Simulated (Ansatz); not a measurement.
# GaAs wire along [111], 26 atoms a period, H-terminated: bands by functional

Aim: is the GaAs wire along [111], 26 atoms a period, H-terminated a metal or a semiconductor?

Method: DFT PBE, plane waves, PAW; relaxation of a wire's period; PAW set soft_1, in the first sound run; inputs show where later runs differ, in Ansatz 0.2.0.

### Step 1. The starting structure

The cell holds 56 atoms: 13 Ga, 13 As and 30 H. Its edges and angles: a = 17.512 Å, b = 16.793 Å, c = 9.959 Å, α = 90.0°, β = 90.0°, γ = 90.0°. Vacuum lies along a and b. The structure's axis is c.

### Step 2. Relaxation of atoms and period

Band widths follow the bond lengths, so the wire is relaxed first. The atoms and the third cell vector are free; the box across stays fixed as vacuum. A Fermi-Dirac smearing is set since the result may be a metal. The pressure printed is a third of the stress's trace over the whole box, vacuum included; only the stress along the axis is relaxed.

input.yaml

```yaml
crystal:
  lattice:
    - [17.512, 0.0, 0.0]
    - [0.0, 16.793, 0.0]
    - [0.0, 0.0, 9.9592921435]
  atoms:
    - { symbol: Ga, position: [0.267820043, 0.500850342, 0.0] }
    - { symbol: Ga, position: [0.383907983, 0.710529464, 0.0] }
    - { symbol: Ga, position: [0.499995922, 0.500850342, 0.0] }
    - { symbol: Ga, position: [0.616083862, 0.710529464, 0.0] }
    - { symbol: As, position: [0.267820043, 0.500850342, 0.25] }
    - { symbol: As, position: [0.383907983, 0.291171219, 0.25] }
    - { symbol: As, position: [0.383907983, 0.710529464, 0.25] }
    - { symbol: As, position: [0.499995922, 0.500850342, 0.25] }
    - { symbol: As, position: [0.616083862, 0.291171219, 0.25] }
    - { symbol: As, position: [0.616083862, 0.710529464, 0.25] }
    - { symbol: As, position: [0.732171801, 0.500850342, 0.25] }
    - { symbol: H, position: [0.19555133, 0.457339533, 0.30187785] }
    - { symbol: H, position: [0.267820043, 0.587871959, 0.30187785] }
    - { symbol: H, position: [0.31163927, 0.247660411, 0.30187785] }
    - { symbol: H, position: [0.31163927, 0.667018656, 0.30187785] }
    - { symbol: H, position: [0.383907983, 0.797551081, 0.30187785] }
    - { symbol: H, position: [0.456176696, 0.247660411, 0.30187785] }
    - { symbol: H, position: [0.543815149, 0.247660411, 0.30187785] }
    - { symbol: H, position: [0.616083862, 0.797551081, 0.30187785] }
    - { symbol: H, position: [0.688352575, 0.247660411, 0.30187785] }
    - { symbol: H, position: [0.688352575, 0.667018656, 0.30187785] }
    - { symbol: H, position: [0.732171801, 0.587871959, 0.30187785] }
    - { symbol: H, position: [0.804440514, 0.457339533, 0.30187785] }
    - { symbol: Ga, position: [0.383907983, 0.430957301, 0.333333333] }
    - { symbol: Ga, position: [0.499995922, 0.640636424, 0.333333333] }
    - { symbol: Ga, position: [0.616083862, 0.430957301, 0.333333333] }
    - { symbol: As, position: [0.383907983, 0.430957301, 0.583333333] }
    - { symbol: As, position: [0.499995922, 0.640636424, 0.583333333] }
    - { symbol: As, position: [0.616083862, 0.430957301, 0.583333333] }
    - { symbol: H, position: [0.310240521, 0.615096336, 0.613784729] }
    - { symbol: H, position: [0.499995922, 0.272358354, 0.613784729] }
    - { symbol: H, position: [0.689751324, 0.615096336, 0.613784729] }
    - { symbol: H, position: [0.31163927, 0.387446493, 0.635211184] }
    - { symbol: H, position: [0.499995922, 0.727658041, 0.635211184] }
    - { symbol: H, position: [0.688352575, 0.387446493, 0.635211184] }
    - { symbol: Ga, position: [0.383907983, 0.570743383, 0.666666667] }
    - { symbol: Ga, position: [0.499995922, 0.36106426, 0.666666667] }
    - { symbol: Ga, position: [0.616083862, 0.570743383, 0.666666667] }
    - { symbol: As, position: [0.383907983, 0.570743383, 0.916666667] }
    - { symbol: As, position: [0.499995922, 0.36106426, 0.916666667] }
    - { symbol: As, position: [0.616083862, 0.570743383, 0.916666667] }
    - { symbol: H, position: [0.194152581, 0.545203295, 0.947118062] }
    - { symbol: H, position: [0.267820043, 0.412144435, 0.947118062] }
    - { symbol: H, position: [0.310240521, 0.335524172, 0.947118062] }
    - { symbol: H, position: [0.310240521, 0.754882418, 0.947118062] }
    - { symbol: H, position: [0.383907983, 0.202465313, 0.947118062] }
    - { symbol: H, position: [0.457575445, 0.754882418, 0.947118062] }
    - { symbol: H, position: [0.542416399, 0.754882418, 0.947118062] }
    - { symbol: H, position: [0.616083862, 0.202465313, 0.947118062] }
    - { symbol: H, position: [0.689751324, 0.335524172, 0.947118062] }
    - { symbol: H, position: [0.689751324, 0.754882418, 0.947118062] }
    - { symbol: H, position: [0.732171801, 0.412144435, 0.947118062] }
    - { symbol: H, position: [0.805839263, 0.545203295, 0.947118062] }
    - { symbol: Ga, position: [0.383907983, 0.291171219, 0.0] }
    - { symbol: Ga, position: [0.616083862, 0.291171219, 0.0] }
    - { symbol: Ga, position: [0.732171801, 0.500850342, 0.0] }
kpoints:
  mp_grid: { grid: [1, 1, 9] }
scf:
  occupations: { method: fermi_dirac, width: 0.05 }
hamiltonian:
  xc: pbe
  pseudopotentials: { kind: paw, azcp: { folder: soft_1 } }
relax:
  cell: { fix: [a, b, alpha, beta, gamma] }
  max_steps: 45
  f_tol: 0.03
```

The run is started by

```console
$ ansatz run input.yaml --threads 4 --pin off --max-ram 16384MiB --backend cpu --events-out ev --progress --plain --runs-dir out
```

Numbers of over 12 decimals in the logs are rounded to 6 here.

Output:

```text
Engine: ansatz 0.2.0, x86_64-unknown-linux-gnu
Pseudopotentials: kind: paw
Pseudopotential: Ga, paw, valence charge 13, recommended cutoff 420 eV (normal), soft_1/Ga.paw.azcp
Pseudopotential: As, paw, valence charge 15, recommended cutoff 420 eV (normal), soft_1/As.paw.azcp
Pseudopotential: H, paw, valence charge 1, recommended cutoff 420 eV (normal), soft_1/H.paw.azcp
Functional definition: PBE
  parameter kappa = 0.804
  parameter beta = 0.066725
  exchange = pbe_x(kappa = kappa, mu = beta*pi^2/3)
  correlation = pbe_c(beta = beta)
Crystal: 56 atoms, lattice volume = 2928.819 Å³
Basis set: ecut = 420 eV, 57287 PW (Γ), exchange–correlation on 240×240×144 points (8 copies of the dense FFT grid, shifted against one another)
Bands: 253, of which v1, the nominal top of the filled ones, is band 197 counted from 1 (196 counted from 0)
Symmetry: 2 space group operations
Space group: Pm (ITA 6), of the structure as read, at distance tolerance 1.4e-4 Å
k-points: 5 of 9 (time reversal used)
Non-local potential: Ga, projectors of the file, l = 0: 2, l = 1: 2, l = 2: 3, l = 3: 1
Non-local potential: As, projectors of the file, l = 0: 2, l = 1: 2, l = 2: 3, l = 3: 1
Non-local potential: H, projectors of the file, l = 0: 2, l = 1: 1
PAW form: soft (Blöchl's): semilocal exchange-correlation on the pseudo side does not see the compensation charge
PAW one-centre angular grid: Ga, 590 points (default); XC on 64 Gauss nodes
PAW one-centre angular grid: As, 590 points (default); XC on 64 Gauss nodes
PAW one-centre angular grid: H, 110 points (default); XC on 64 Gauss nodes
Initial density: superposition of atomic densities (neutral atoms: chi_scale 0, normalization atom)
Initial wavefunctions: pseudopotential atomic-orbital guess
Functional: x = pbe(κ = 0.804, μ = 0.219515), c = pbe(β = 0.066725)
SCF iter   1: F=—  HF=-112790.693456 eV  |F-HF|=—  |Δ(HF+E_count)|=         —  Δρ=3.22e-2  dr2=3.23e1  ethr=3.10e-3  ⟨swp⟩=6.0  Hψ=5178  notcnv=0  defer=123
preconditioner: auto → Resta (q_TF=auto, 1.953 Å⁻¹)  ε∞=1.6  [insulator: Δε(μ)=2.557 eV  Ē_g=13.841 eV  σ=0.050 eV  W_gap=1.00  n_scr=370 (ndim 8)  ℏωp=11.1 eV  f_vac=0.637  D(μ)=0.00/eV (n_scr^D=0)  ε∞_Penn≈1.6  vacuum switching on, ρ_ref=1.4e-2 e/Å³]
SCF iter   2: F=—  HF=-112781.832408 eV  |F-HF|=—  |Δ(HF+E_count)|=    8.86e0  Δρ=1.38e-2  dr2=5.39e0  ethr=3.10e-3  ⟨swp⟩=3.0  Hψ=1796  notcnv=0  defer=237
SCF iter   3: F=—  HF=-112780.816636 eV  |F-HF|=—  |Δ(HF+E_count)|=    1.02e0  Δρ=4.08e-3  dr2=1.24e0  ethr=1.37e-3  ⟨swp⟩=3.0  Hψ=2207  notcnv=0  defer=234
SCF iter   4: F=—  HF=-112780.508535 eV  |F-HF|=—  |Δ(HF+E_count)|=   3.08e-1  Δρ=1.42e-3  dr2=7.09e-2  ethr=3.16e-4  ⟨swp⟩=4.2  Hψ=1821  notcnv=0  defer=234
SCF iter   5: F=—  HF=-112780.509103 eV  |F-HF|=—  |Δ(HF+E_count)|=   5.69e-4  Δρ=5.23e-4  dr2=8.61e-3  ethr=1.80e-5  ⟨swp⟩=3.0  Hψ=2335  notcnv=0  defer=240
SCF iter   6: F=—  HF=-112780.509757 eV  |F-HF|=—  |Δ(HF+E_count)|=   6.54e-4  Δρ=1.88e-4  dr2=1.06e-3  ethr=2.19e-6  ⟨swp⟩=2.0  Hψ=1860  notcnv=0  defer=240
SCF iter   7: F=—  HF=-112780.510288 eV  |F-HF|=—  |Δ(HF+E_count)|=   5.31e-4  Δρ=6.20e-5  dr2=2.00e-4  ethr=2.69e-7  ⟨swp⟩=2.0  Hψ=1685  notcnv=0  defer=240
SCF iter   8: F=—  HF=-112780.510351 eV  |F-HF|=—  |Δ(HF+E_count)|=   6.29e-5  Δρ=1.90e-5  dr2=1.34e-5  ethr=5.07e-8  ⟨swp⟩=2.0  Hψ=1860  notcnv=0  defer=240
SCF iter   9: F=—  HF=-112780.510226 eV  |F-HF|=—  |Δ(HF+E_count)|=   1.25e-4  Δρ=9.80e-6  dr2=2.72e-6  ethr=3.40e-9  ⟨swp⟩=2.0  Hψ=1610  notcnv=0  defer=240
SCF iter  10: F=—  HF=-112780.510229 eV  |F-HF|=—  |Δ(HF+E_count)|=   2.35e-6  Δρ=2.80e-6  dr2=4.75e-7  ethr=6.89e-10  ⟨swp⟩=2.0  Hψ=1685  notcnv=0  defer=240
SCF iter  11: F=-112780.510229 eV  HF=-112780.510229 eV  |F-HF|=1.19e-8  |Δ(HF+E_count)|=   2.83e-7  Δρ=8.81e-7  dr2=3.45e-8  ethr=2.54e-11  ⟨swp⟩=4.0  Hψ=4090  notcnv=0
SCF 1 converged in 11 iterations: F = -112780.510229 eV  dr2 = 3.45e-8
  greatest PAW one-centre occupation: 0.999 electrons in one spin orbital (limit 2), on the As atom at site 10 (counted from 0), in its partial waves of l = 2
relax step   1: F+E_penalty+E_count = -112780.51022912 eV  Δ(F+E_penalty+E_count) = +0.000e0 eV  max|allowed force component| = 1.186e0 eV/Å  Δτ_max = 0.0000 Å  P = -0.050 GPa  Ω = 2928.819 Å³  fix = [a, b, alpha, beta, gamma]  reactions: a -0.066, b -0.064 GPa; alpha -0.001 GPa/rad  (11 SCF iters, dr2 threshold 1.00e-7 eV, accepted)
Crystal: 56 atoms, lattice volume = 2929.546 Å³
Basis set: ecut = 420 eV, 57295 PW (Γ), exchange–correlation on 240×240×144 points (8 copies of the dense FFT grid, shifted against one another)
Initial density: handed on by an earlier stage of this run
Initial wavefunctions: those handed on with the density
iter 1 solved again at ethr=4.66e-4 eV; its pass at ethr=3.10e-3 eV (dr2=1.84e0 eV) is discarded
SCF iter   1: F=—  HF=-112783.799492 eV  |F-HF|=—  |Δ(HF+E_count)|=         —  Δρ=9.84e-3  dr2=1.86e0  ethr=4.66e-4  ⟨swp⟩=4.6  Hψ=5465  notcnv=0
preconditioner: auto → Resta (q_TF=auto, 1.953 Å⁻¹)  ε∞=1.7  [insulator: Δε(μ)=1.875 eV  Ē_g=13.687 eV  σ=0.050 eV  W_gap=1.00  n_scr=370 (ndim 8)  ℏωp=11.1 eV  f_vac=0.671  D(μ)=0.00/eV (n_scr^D=0)  ε∞_Penn≈1.7  vacuum switching on, ρ_ref=1.4e-2 e/Å³]
SCF iter   2: F=—  HF=-112783.407920 eV  |F-HF|=—  |Δ(HF+E_count)|=   3.92e-1  Δρ=4.75e-3  dr2=3.26e-1  ethr=4.66e-4  ⟨swp⟩=5.6  Hψ=2203  notcnv=0
SCF iter   3: F=—  HF=-112783.395792 eV  |F-HF|=—  |Δ(HF+E_count)|=   1.21e-2  Δρ=1.35e-3  dr2=9.96e-2  ethr=8.27e-5  ⟨swp⟩=4.0  Hψ=2520  notcnv=0  defer=240
SCF iter   4: F=—  HF=-112783.378583 eV  |F-HF|=—  |Δ(HF+E_count)|=   1.72e-2  Δρ=3.79e-4  dr2=4.02e-3  ethr=2.53e-5  ⟨swp⟩=3.0  Hψ=1739  notcnv=0  defer=240
SCF iter   5: F=—  HF=-112783.378962 eV  |F-HF|=—  |Δ(HF+E_count)|=   3.79e-4  Δρ=1.13e-4  dr2=4.73e-4  ethr=1.02e-6  ⟨swp⟩=2.0  Hψ=2000  notcnv=0  defer=240
SCF iter   6: F=—  HF=-112783.378968 eV  |F-HF|=—  |Δ(HF+E_count)|=   6.57e-6  Δρ=4.41e-5  dr2=7.60e-5  ethr=1.20e-7  ⟨swp⟩=2.0  Hψ=1685  notcnv=0  defer=240
SCF iter   7: F=—  HF=-112783.378970 eV  |F-HF|=—  |Δ(HF+E_count)|=   1.13e-6  Δρ=1.40e-5  dr2=8.18e-6  ethr=1.93e-8  ⟨swp⟩=2.4  Hψ=1785  notcnv=0  defer=240
SCF iter   8: F=-112783.378970 eV  HF=-112783.378970 eV  |F-HF|=2.56e-8  |Δ(HF+E_count)|=   7.97e-7  Δρ=4.52e-6  dr2=4.93e-7  ethr=1.42e-9  ⟨swp⟩=4.0  Hψ=3910  notcnv=0
SCF 2 converged in 8 iterations: F = -112783.378970 eV  dr2 = 4.93e-7
[...]
Internal energy: -112784.348833 eV  (E = F + TS)
E sigma→0 (E₀):  -112784.348833 eV
Fermi energy:    -1.463016 eV
--- Per-component energies (eV) ---
  E_band       = -7940.183448
  E_kinetic    = 3095.450824
  E_local      = -208412.600010  (includes V_loc(G=0)·N_el)
  E_nonlocal   = -6301.138115
  E_hartree    = 106228.751362
  E_xc         = -1988.691435
  E_vxc        = -2007.295360  (∫ρ·V_xc dr)
  E_paw        = -52080.943119  (= ΣΔE_a)
  E_vpaw       = -6772.069375  (= ΣTr[D̂ρ^β])
  E_aug_tail   = -0.031007  (compensation charges beyond the density's cutoff)
  E_ewald      = 46674.852668
  E_smearing   = -0.000000  (= −TS)
  E_closure    = 0.000000  (closes the sum)
  Σ components = -112784.348833   (vs F -112784.348833, Δ=0.00e0)
--- Forces (eV/Å), atoms counted from 1 ---
  atom   1  Ga    -0.00066503    -0.00264937    -0.00117413
  atom   2  Ga     0.00234587     0.00223202    -0.00080910
  atom   3  Ga     0.00000000    -0.00022099    -0.00151208
  atom   4  Ga    -0.00234587     0.00223202    -0.00080910
  atom   5  As    -0.00288107     0.00087669     0.00118720
  atom   6  As     0.00022657    -0.00381740     0.00095506
  atom   7  As    -0.00274941     0.00261539     0.00059412
  atom   8  As     0.00000000    -0.00000864     0.00345945
  atom   9  As    -0.00022657    -0.00381740     0.00095506
  atom  10  As     0.00274941     0.00261539     0.00059412
  atom  11  As     0.00288107     0.00087669     0.00118720
  atom  12  H      0.00106565     0.00040585    -0.00009900
  atom  13  H     -0.00200269     0.00019650    -0.00195368
  atom  14  H      0.00110228     0.00057611    -0.00036479
  atom  15  H     -0.00032090     0.00134157    -0.00130015
  atom  16  H     -0.00011621    -0.00111142    -0.00046820
  atom  17  H     -0.00115376    -0.00138219    -0.00112298
  atom  18  H      0.00115376    -0.00138219    -0.00112298
  atom  19  H      0.00011621    -0.00111142    -0.00046820
  atom  20  H     -0.00110228     0.00057611    -0.00036479
  atom  21  H      0.00032090     0.00134157    -0.00130015
  atom  22  H      0.00200269     0.00019650    -0.00195368
  atom  23  H     -0.00106565     0.00040585    -0.00009900
  atom  24  Ga    -0.00246122    -0.00157629    -0.00134546
  atom  25  Ga     0.00000000     0.00212924    -0.00050632
  atom  26  Ga     0.00246122    -0.00157629    -0.00134546
  atom  27  As    -0.00244000    -0.00068125     0.00245218
  atom  28  As     0.00000000     0.00260392     0.00234536
  atom  29  As     0.00244000    -0.00068125     0.00245218
  atom  30  H      0.00085340    -0.00052594    -0.00179847
  atom  31  H      0.00000000     0.00113387    -0.00183998
  atom  32  H     -0.00085340    -0.00052594    -0.00179847
  atom  33  H     -0.00053638    -0.00083827    -0.00337862
  atom  34  H      0.00000000     0.00101680    -0.00349763
  atom  35  H      0.00053638    -0.00083827    -0.00337862
  atom  36  Ga     0.00017223    -0.00017270     0.00314245
  atom  37  Ga     0.00000000    -0.00076242     0.00330226
  atom  38  Ga    -0.00017223    -0.00017270     0.00314245
  atom  39  As     0.00230512    -0.00097040    -0.00296009
  atom  40  As     0.00000000     0.00314499    -0.00333624
[...]
atom  45  H     -0.00317600     0.00096965     0.00219755
  atom  46  H      0.00076387    -0.00314028     0.00225147
  atom  47  H      0.00074046    -0.00161083     0.00098090
  atom  48  H     -0.00074046    -0.00161083     0.00098090
  atom  49  H     -0.00076387    -0.00314028     0.00225147
  atom  50  H     -0.00088700     0.00174753     0.00061743
  atom  51  H      0.00317600     0.00096965     0.00219755
  atom  52  H     -0.00177126     0.00040186     0.00154760
  atom  53  H      0.00241232     0.00211635     0.00200513
  atom  54  Ga    -0.00280957     0.00047889    -0.00036449
  atom  55  Ga     0.00280957     0.00047889    -0.00036449
  atom  56  Ga     0.00066503    -0.00264937    -0.00117413
  max |Σ_I F_I| component: 1.25e-6 eV/Å
--- Stress (GPa, compression-positive) ---
        0.006117       0.000000       0.000000
        0.000000       0.006114      -0.000024
        0.000000      -0.000024      -0.002653
  P = ⅓ Tr σ = 0.0032 GPa (0.032 kbar)
--- Relaxed structure (9 steps of the walk, 8 accepted, 1 SCFs on fresh bases) ---
  F+E_penalty+E_count = -112784.34883289 eV   max|allowed force component| = 3.817e-3 eV/Å   (the final SCF, on the basis selected at the relaxed cell)
  cell:  # Å, volume = 2904.7371 Å³
    - [17.512, 0.0, 0.0]
    - [0.0, 16.793, 0]
    - [0.0, 0, 9.877403]
  atoms:
    - { symbol: Ga, position: [0.253262, 0.514750, -0.019725] }
    - { symbol: Ga, position: [0.365004, 0.716682, -0.019765] }
    - { symbol: Ga, position: [0.5, 0.500829, -0.00830063] }
    - { symbol: Ga, position: [0.634996, 0.716682, -0.019765] }
    - { symbol: As, position: [0.270194, 0.492949, 0.237398] }
    - { symbol: As, position: [0.378357, 0.297457, 0.237220] }
    - { symbol: As, position: [0.391765, 0.712481, 0.237288] }
    - { symbol: As, position: [0.5, 0.500923, 0.247597] }
    - { symbol: As, position: [0.621643, 0.297457, 0.237220] }
    - { symbol: As, position: [0.608235, 0.712481, 0.237288] }
    - { symbol: As, position: [0.729806, 0.492949, 0.237398] }
    - { symbol: H, position: [0.205595, 0.443876, 0.298110] }
    - { symbol: H, position: [0.255390, 0.567121, 0.321476] }
    - { symbol: H, position: [0.305310, 0.263601, 0.297877] }
    - { symbol: H, position: [0.322758, 0.688917, 0.321478] }
    - { symbol: H, position: [0.400322, 0.795409, 0.297715] }
    - { symbol: H, position: [0.432556, 0.246968, 0.321253] }
    - { symbol: H, position: [0.567444, 0.246968, 0.321253] }
    - { symbol: H, position: [0.599678, 0.795409, 0.297715] }
    - { symbol: H, position: [0.694690, 0.263601, 0.297877] }
    - { symbol: H, position: [0.677242, 0.688917, 0.321478] }
    - { symbol: H, position: [0.744610, 0.567121, 0.321476] }
    - { symbol: H, position: [0.794405, 0.443876, 0.298110] }
    - { symbol: Ga, position: [0.386157, 0.432424, 0.341165] }
    - { symbol: Ga, position: [0.5, 0.638040, 0.341131] }
    - { symbol: Ga, position: [0.613843, 0.432424, 0.341165] }
    - { symbol: As, position: [0.391653, 0.435597, 0.589998] }
    - { symbol: As, position: [0.5, 0.631327, 0.589993] }
    - { symbol: As, position: [0.608347, 0.435597, 0.589998] }
    - { symbol: H, position: [0.306643, 0.617196, 0.608107] }
    - { symbol: H, position: [0.5, 0.267978, 0.608092] }
    - { symbol: H, position: [0.693357, 0.617196, 0.608107] }
    - { symbol: H, position: [0.319241, 0.392010, 0.632271] }
    - { symbol: H, position: [0.5, 0.718483, 0.632436] }
    - { symbol: H, position: [0.680759, 0.392010, 0.632271] }
    - { symbol: Ga, position: [0.376753, 0.575058, 0.676388] }
    - { symbol: Ga, position: [0.5, 0.352397, 0.676305] }
    - { symbol: Ga, position: [0.623247, 0.575058, 0.676388] }
    - { symbol: As, position: [0.380855, 0.572521, 0.924952] }
    - { symbol: As, position: [0.5, 0.357336, 0.924898] }
    - { symbol: As, position: [0.619145, 0.572521, 0.924952] }
    - { symbol: H, position: [0.192967, 0.582966, 0.971058] }
    - { symbol: H, position: [0.242034, 0.427556, 0.930043] }
    - { symbol: H, position: [0.310266, 0.304120, 0.929464] }
    - { symbol: H, position: [0.278162, 0.736870, 0.971193] }
    - { symbol: H, position: [0.414880, 0.182365, 0.971556] }
    - { symbol: H, position: [0.431747, 0.770324, 0.929612] }
    - { symbol: H, position: [0.568253, 0.770324, 0.929612] }
    - { symbol: H, position: [0.585120, 0.182365, 0.971556] }
    - { symbol: H, position: [0.689734, 0.304120, 0.929464] }
    - { symbol: H, position: [0.721838, 0.736870, 0.971193] }
    - { symbol: H, position: [0.757966, 0.427556, 0.930043] }
    - { symbol: H, position: [0.807033, 0.582966, 0.971058] }
    - { symbol: Ga, position: [0.388275, 0.270935, -0.019739] }
    - { symbol: Ga, position: [0.611725, 0.270935, -0.019739] }
    - { symbol: Ga, position: [0.746738, 0.514750, -0.019725] }
[key lines of the parts left out:]
SCF converged after 5 iterations
Free energy (F): -112784.348833 eV
```

It took 16 min on 4 threads of Intel Xeon 6975P-C (Granite Rapids), shared host; peak memory 12 GiB.

The steps of the relaxation:

| step | energy less that of the first step (eV) | largest force component (eV/Å) | pressure (GPa) | volume (Å³) |
| --- | --- | --- | --- | --- |
| 1 | 0.0000 | 1.1857 | -0.05 | 2928.82 |
| 2 | -2.8687 | 0.5035 | -0.03 | 2929.55 |
| 3 | -3.4886 | 0.1937 | -0.11 | 2921.75 |
| 4 | -3.7601 | 0.1041 | -0.08 | 2904.44 |
| 5 | -3.7329 | 0.2053 | 0.07 | 2900.13 |
| 6 | -3.8225 | 0.0393 | -0.03 | 2901.57 |
| 7 | -3.8397 | 0.0245 | 0.00 | 2904.11 |
| 8 | -3.8416 | 0.0368 | 0.00 | 2904.03 |
| 9 | -3.8419 | 0.0039 | 0.00 | 2904.74 |
| 10* | -3.8386 | 0.0038 | 0.00 | 2904.74 |

Relaxation steps marked * repeat the geometry before them on a plane-wave basis chosen anew for their cell, so energy and pressure can jump there. Relaxation step 5 was tried and not accepted.

The run keeps the 2 symmetry operations that it works with, so distortions that break them were not tested.

| cell as run | before | after | change |
| --- | --- | --- | --- |
| c (Å) | 9.959 | 9.877 | -0.8 % |

The atoms that moved most (Å, along periodic axes as changes of fractional coordinates times the final cell, across vacuum about the mean position):

| atom | dx | dy | dz | length |
| --- | --- | --- | --- | --- |
| H49 | -0.542 | -0.338 | 0.241 | 0.683 |
| H46 | 0.542 | -0.338 | 0.241 | 0.683 |
| H45 | -0.562 | -0.302 | 0.238 | 0.681 |
| H51 | 0.562 | -0.302 | 0.238 | 0.681 |
| H53 | 0.021 | 0.634 | 0.236 | 0.677 |
| H42 | -0.021 | 0.634 | 0.236 | 0.677 |
| H50 | 0.000 | -0.527 | -0.174 | 0.555 |
| H44 | 0.000 | -0.527 | -0.174 | 0.555 |

This step gave:

```
cell length along the wire : 9.877 Å
```

The cell's length comes to 9.877 Å with spin left out.

(Part 1 of 2 ends here.)

[Logs are printed without paths, hosts, clocks, repeated set-up lines and the standing remarks that a program may print on its own settings, such as how far it seeks lower states.]

[Hosts, paths, dates, database ids (printed as entryN), source tags and the programs' standing remarks are cut or masked in the printed files.]
